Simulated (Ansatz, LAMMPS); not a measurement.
## Relaxing glassy NaFeSi2O6 (120 atoms)

Aim: bring glassy NaFeSi2O6 (120 atoms) to a nearby minimum of the energy and see what moves.

Main program and level: Ansatz 0.2.0; Kohn-Sham DFT, LDA, PAW (set soft_2), plane waves.

**What experiment says.** Gaussian fit of the first maximum of the total correlation function from room-temperature neutron diffraction (“Nature and distribution of iron sites in a sodium silicate glass   investigated by neutron diffraction and EPSR simulation”, 2008, arxiv:0805.1850): nearest Si–O distance 1.63 Å; number of O about Si 3.9; nearest Fe–O distance 1.89 Å (by neutron diffraction, T(r) peak position); nearest O–O distance 2.66 Å (by neutron diffraction, T(r) peak position); number of O about Fe 4.3 (by neutron diffraction with Fe isotope substitution, Gaussian fit).

**1. The starting structure**

The cell holds 120 atoms: 12 Fe, 12 Na, 72 O and 24 Si. Its edges and angles: a = 11.856 Å, b = 11.856 Å, c = 11.856 Å, α = 90.0°, β = 90.0°, γ = 90.0°. 120 atoms (12 Fe, 12 Na, 72 O, 24 Si) placed at random at 2.76 g/cm³, melted at 4500 K for 20 ps at fixed volume with the Morse and Coulomb pair potential with partial charges (Pedone, Malavasi, Menziani, Cormack and Segre, J. Phys. Chem. B 110, 11780 (2006)). Quenched from 4500 K to 300 K at 10 K/ps and fixed volume, held 5 ps.

Limits known from the start: The quench rate of 10 K/ps is many orders above laboratory rates, so the cell is likely richer in defects and strain than a real sample. The network of bonds at the start is that of the classical potential that made the cell. Without a Hubbard term or exact exchange, open shells on Fe are likely too delocalised. Sampling is at Γ alone, for a cell whose shortest periodic width is 12 Å.

**2. Single point at the start**

The forces at the start show how far the geometry lies from a minimum of this functional.

The input, input.yaml:

```yaml
crystal:
  lattice:
    - [11.8563, 0.0, 0.0]
    - [0.0, 11.8563, 0.0]
    - [0.0, 0.0, 11.8563]
  atoms:
    - { symbol: Fe, position: [0.02797, 0.99326, 0.50523], spin: 5.0 }
    - { symbol: Fe, position: [0.81888, 0.053, 0.62552], spin: 5.0 }
    - { symbol: Fe, position: [0.14316, 0.41682, 0.51054], spin: -5.0 }
    - { symbol: Fe, position: [0.39919, 0.71041, 0.78019], spin: 5.0 }
    [... 110 atom lines left out ...]
    - { symbol: Si, position: [0.40171, 0.85743, 0.14249] }
    - { symbol: Si, position: [0.92891, 0.26191, 0.47638] }
    - { symbol: Si, position: [0.03084, 0.03405, 0.7821] }
    - { symbol: Si, position: [0.31542, 0.29404, 0.32827] }
    - { symbol: Si, position: [0.37795, 0.54268, 0.25524] }
    - { symbol: Si, position: [0.52782, 0.29452, 0.61053] }
magnetization:
  spin_polarized: true
kpoints:
  mp_grid: { grid: [1, 1, 1] }
hamiltonian:
  xc: lda
scf:
  occupations: { method: gaussian, width: 0.05 }
  lower_state_search: "off"
output:
  forces: true
```

Launch:

```sh
ansatz run input.yaml --threads 4 --pin off --max-ram 8192MiB --backend cpu --events-out ev --progress --plain --runs-dir out
```

It took 73 s on 4 threads of Intel Xeon 6975P-C (Granite Rapids), shared host; peak memory 4.3 GiB.

Read from the output:

* free energy: -125296.4951 eV
* free energy per atom: -1044.1375 eV/atom
* SCF cycles: 37
* r.m.s. force component: 1.192 eV/Å
* longest force: 4.907 eV/Å
* Fermi energy: 4.375 eV
* absolute moment: 54.57 μB

The r.m.s. force component of 1.2 eV/Å sets the starting point.

Length of the force by element:

```
element  coordination  atoms  mean length of the force (eV/Å)  spread   least  most
     Fe           all     12                             1.29   0.398   0.487  1.89
     Na           all     12                            0.509   0.258  0.0685  1.02
      O           all     72                             1.78    1.05   0.331  4.78
     Si           all     24                             2.49    1.11    1.08  4.91
```

**3. Relaxation**

With the cell held, the atoms are moved downhill towards a nearby minimum.

input.yaml: that of step 2 with these lines changed.

```diff
@@ -18 +18,4 @@
   forces: true
+relax:
+  f_tol: 0.05
+  max_steps: 63
```

It took 8.1 min on 4 threads; peak memory 4.3 GiB.

Step by step:

```
step  energy less that of the first step (eV)  largest force component (eV/Å)
   1                                   0.0000                          4.6171
   2                                  -4.6634                          2.9269
   3                                  -7.9622                          1.0030
   4                                  -8.7257                          0.6203
   5                                  -9.1804                          0.5017
   6                                  -9.4368                          0.4463
   7                                  -9.7120                          0.3329
   8                                  -9.8526                          0.4945
   9                                  -9.9776                          0.4569
  10                                 -10.0418                          0.2799
  11                                 -10.0791                          0.1754
  12                                 -10.0333                          0.5481
  13                                 -10.1434                          0.1154
  14                                 -10.1548                          0.1124
  15                                 -10.1384                          0.1390
  16                                 -10.1555                          0.1277
  17                                 -10.1681                          0.0496
  18                                 -10.1681                          0.0495
```

Relaxation steps 12, 15 were tried and not accepted.

The atoms that moved most (Å):

```
 atom      dx      dy      dz  length
 Na23  -0.757  -0.330   1.151   1.417
 Na18  -0.090  -0.159   0.928   0.946
 Na15  -0.289   0.281  -0.491   0.635
  O94  -0.255   0.258  -0.503   0.620
  O85  -0.447   0.173  -0.324   0.579
  O51  -0.332  -0.213  -0.421   0.577
  O40   0.541   0.099   0.138   0.567
Si110  -0.391  -0.194  -0.352   0.561
```

The relaxation changed the energy by -84.7 meV/atom, and atoms moved by 0.35 Å r.m.s., 1.4 Å at most.

**4. Local order after relaxation**

Bonds before and after, by the cutoffs listed below:

```
pair  bonds before  bonds after  mean before (Å)  mean after (Å)  spread before (Å)  spread after (Å)
O-Si            96           96            1.613           1.630              0.052             0.024
O-Fe            63           63            2.051           2.003              0.163             0.187
O-Na            59           61            2.597           2.513              0.235             0.203
```

Density 2.76 g/cm³, 13.89 Å³ an atom.

g(r), total and by pair (bins of 0.2 Å):

```
r (Å)  total   O-O   O-Si  O-Fe  O-Na  Si-Si  Si-Fe
 1.50   0.41  0.00   1.70  0.00  0.00   0.00   0.00
 1.70   3.03  0.00  12.15  0.97  0.00   0.00   0.00
 1.90   0.89  0.00   0.00  7.43  0.00   0.00   0.00
 2.10   0.38  0.00   0.00  2.86  0.32   0.00   0.00
 2.30   0.38  0.00   0.00  0.57  2.60   0.00   0.00
 2.50   0.84  1.30   0.00  0.49  2.48   0.00   0.00
 2.70   2.09  5.14   0.00  0.10  1.60   0.00   0.92
 2.90   0.70  1.06   0.13  0.18  0.54   1.34   0.55
 3.10   0.90  0.83   0.23  0.33  0.23   4.53   2.56
 3.30   0.87  0.56   0.64  0.28  0.57   0.66   5.51
 3.50   0.93  0.63   1.21  1.01  1.12   0.00   1.34
 3.70   0.83  0.60   1.04  1.28  0.79   0.00   0.51
 3.90   1.07  0.77   1.64  1.57  0.55   0.44   0.61
 4.10   1.12  0.66   2.04  1.69  0.77   0.27   0.27
 4.30   1.12  0.82   1.69  1.50  1.03   0.74   0.38
 4.50   1.10  1.01   0.82  1.78  1.67   1.01   0.92
 4.70   0.95  1.09   0.45  1.04  1.50   1.78   0.73
 4.90   1.09  1.39   0.88  0.90  0.96   1.62   1.33
 5.10   1.10  1.50   0.87  0.56  0.91   1.70   1.06
 5.30   0.97  1.23   0.81  0.47  0.93   0.99   1.24
 5.50   0.92  1.00   0.88  0.89  0.79   1.08   0.76
 5.70   0.93  0.93   0.95  0.66  1.08   0.85   1.20
```

Bonds by pair of elements; cutoffs follow the first minimum of g(r), held within bounds set by covalent radii, and pairs that aren't listed don't count as bonded:

```
pair A-B  cutoff (Å)  bonds  mean length (Å)  spread (Å)  shortest (Å)  B about A  A about B
    O-Si        2.08     96             1.63       0.024          1.57       1.33          4
    O-Fe        2.63     63             2.00       0.187          1.76      0.875       5.25
    O-Na        3.08     61             2.51       0.203          2.19      0.847       5.08
```

How many atoms have how many bonded neighbours:

```
element  mean   2   3   4  5  6  7  8
     Fe  5.25   0   0   2  5  5  0  0
     Na  5.08   0   2   1  6  1  1  1
      O  3.06  15  39  17  1  0  0  0
     Si     4   0   0  24  0  0  0  0
```

Bond angles, per cent of each kind in bins of 5°:

```
angle (°)  O-Si-O  O-Fe-O  O-Na-O  Na-O-Si  Fe-O-Si
    50–55     0.0     0.0     0.7      0.0      0.0
    55–60     0.0     0.0     7.3      0.0      0.0
    60–65     0.0     0.0    11.0      0.0      0.0
    65–70     0.0     2.9     8.8      0.0      0.0
    70–75     0.0     4.4     5.9      1.3      0.0
    75–80     0.0     5.8     2.2      4.0      0.0
    80–85     0.0     7.3     4.4      5.3      1.8
    85–90     0.0    12.4     1.5     13.3      1.8
    90–95     0.0    13.9     2.9     16.0      5.3
   95–100     2.8    11.7     6.6      9.3      5.3
  100–105    11.8     9.5     2.2      9.3      1.8
  105–110    43.8     5.1     2.9      4.0      0.0
  110–115    28.5     2.9     7.3      6.7      1.8
  115–120    13.2     1.5     5.1      5.3     12.3
  120–125     0.0     3.6     5.1      8.0     10.5
  125–130     0.0     0.7     6.6      5.3     14.0
  130–135     0.0     0.7     8.1      4.0      7.0
  135–140     0.0     1.5     1.5      1.3     10.5
  140–145     0.0     0.7     0.7      2.7     12.3
  145–150     0.0     1.5     1.5      1.3      3.5
  150–155     0.0     2.2     4.4      0.0      7.0
  155–160     0.0     2.2     0.7      1.3      0.0
  160–165     0.0     2.2     0.0      1.3      1.8
  165–170     0.0     3.6     0.0      0.0      3.5
  170–175     0.0     2.9     2.2      0.0      0.0
  175–180     0.0     0.7     0.0      0.0      0.0
```

Bond angles (no mean is given where the spread exceeds 20°):

```
  angle  count  mean (°)  spread (°)
 O-Si-O    144       109         4.7
 O-Fe-O    137         -           -
 O-Na-O    136         -           -
Na-O-Si     75       106        19.6
Fe-O-Si     57       128        19.2
```

Oxygen atoms by the number of network formers (Si, P, Ge, B, Al, As, Ga) bound to them:

```
network formers bound to O  O atoms  per cent
                         0        3       4.2
                         1       42      58.3
                         2       27      37.5
```

Network units: each former by its oxygen neighbours and how many of them bridge to another former:

```
former  O neighbours  bridging O  atoms
    Si             4           1      6
    Si             4           2      7
    Si             4           3     10
    Si             4           4      1
```

Bond length by coordination (bonds to H left out):

```
element  coordination  atoms  mean bond length (Å)
     Fe             4      2                  1.90
     Fe             5      5                     2
     Fe             6      5                  2.03
     Na             3      2                  2.37
     Na             4      1                  2.38
     Na             5      6                  2.52
     Na             6      1                  2.54
     Na             7      1                  2.53
     Na             8      1                  2.64
      O             2     15                  1.65
      O             3     39                  1.95
      O             4     17                  2.15
      O             5      1                  2.38
```

Rings of the network by King's shortest-path rule, up to 12 atoms, one path for each pair of neighbours; H, halogens, alkali and alkaline-earth atoms are left out, and the last column divides by all other atoms, bonded or not:

```
ring size (atoms)  rings  per network atom
                4     14              0.13
                6     25             0.231
                8     39             0.361
               10     36             0.333
               12     25             0.231
```

For some of the pairs, g(r) has its first main peak near 2.7 Å (O-O), 1.6 Å (O-Si), 1.9 Å (O-Fe), 2.4 Å (O-Na), 3.1 Å (Si-Si) and 3.3 Å (Si-Fe). By these cutoffs 42 % of Fe atoms have 5 and as many 6, 50 % of Na atoms have 5, 54 % of O atoms have 3 and all Si atoms have 4 bonded neighbours. The O-Si-O angle averages 109° with a spread of 5°. Counting bonds to Si alone, not to Fe, 38 % of the oxygens join two of these atoms and 58 % one; 4 % join none. The commonest Si unit has 4 oxygens, 3 of them shared with other formers (10 of 24 atoms). Rings of 8 atoms are the most common (28 % of those counted); sizes run from 4 to 12, where the search stops.

**5. Single point at the relaxed geometry**

One more single point at the end of the walk gives the fuller output and checks the residual forces.

The input, input.yaml:

```yaml
crystal:
  lattice:
    - [11.8563, 0.0, 0.0]
    - [0.0, 11.8563, 0.0]
    - [0.0, 0.0, 11.8563]
  atoms:
    - { symbol: Fe, position: [0.04587, 0.98547, 0.50977], spin: 5.0 }
    - { symbol: Fe, position: [0.8474, 0.05129, 0.64564], spin: 5.0 }
    - { symbol: Fe, position: [0.14854, 0.42999, 0.50651], spin: -5.0 }
    - { symbol: Fe, position: [0.39082, 0.71687, 0.76608], spin: 5.0 }
    [... 110 atom lines left out ...]
    - { symbol: Si, position: [0.38083, 0.85119, 0.1198] }
    - { symbol: Si, position: [0.93958, 0.24774, 0.48303] }
    - { symbol: Si, position: [0.02543, 0.0354, 0.80304] }
    - { symbol: Si, position: [0.30254, 0.29311, 0.32726] }
    - { symbol: Si, position: [0.37641, 0.53911, 0.24177] }
    - { symbol: Si, position: [0.52484, 0.28727, 0.62308] }
magnetization:
  spin_polarized: true
kpoints:
  mp_grid: { grid: [1, 1, 1] }
hamiltonian:
  xc: lda
scf:
  occupations: { method: gaussian, width: 0.05 }
  lower_state_search: "off"
output:
  forces: true
  stress: true
  populations: true
  dos:
    method: { smearing: { sigma: 0.08 } }
    de: 0.1
    projected: { site_lists: { Fe: [Fe], Na: [Na], O: [O], Si: [Si] } }
  eigenvalues: true
  write_density: true
  write_potential: true
  volumetric_format: npy
  elf: true
```

It took 90 s on 4 threads; peak memory 4.4 GiB.

The run gave:

| Item | Value |
| --- | --- |
| free energy | -125306.6632 eV |
| free energy per atom | -1044.2222 eV/atom |
| SCF cycles | 42 |
| pressure | -3.852 GPa |
| r.m.s. force component | 0.01099 eV/Å |
| longest force | 0.06068 eV/Å |
| Fermi energy | 4.562 eV |
| gap (highest filled to lowest empty level) | 0.2843 eV |
| absolute moment | 53.24 μB |
| spilling of the projection | 0.009173 |

Löwdin charges by element and coordination (they lack the spilled electrons, 0.063 e an atom on average):

```
element  coordination  atoms  mean charge (e)  spread   least    most
     Fe           all     12             1.41  0.0649    1.32    1.50
     Fe             4      2             1.39  0.0499    1.34    1.44
     Fe             5      5             1.43  0.0649    1.32    1.50
     Fe             6      5             1.41  0.0663    1.33    1.48
     Na           all     12            0.803  0.0132   0.776   0.822
     Na             3      2            0.816  0.0063   0.810   0.822
     Na             4      1            0.803       0   0.803   0.803
     Na             5      6            0.801  0.0151   0.776   0.822
     Na             6      1            0.807       0   0.807   0.807
     Na             7      1            0.800       0   0.800   0.800
     Na             8      1            0.787       0   0.787   0.787
      O           all     72           -0.812  0.0567  -0.962  -0.638
      O             2     15           -0.779  0.0188  -0.837  -0.754
      O             3     39           -0.805  0.0606  -0.956  -0.638
      O             4     17           -0.856  0.0416  -0.962  -0.794
      O             5      1           -0.854       0  -0.854  -0.854
     Si           all     24             1.65  0.0398    1.58    1.72
```

(Continued in part 2 of 2.)

[Logs are printed without paths, hosts, clocks, repeated set-up lines and the standing remarks that a program may print on its own settings, such as how far it seeks lower states.]

[Hosts, paths, dates, database ids (printed as entryN), source tags and the programs' standing remarks are cut or masked in the printed files.]
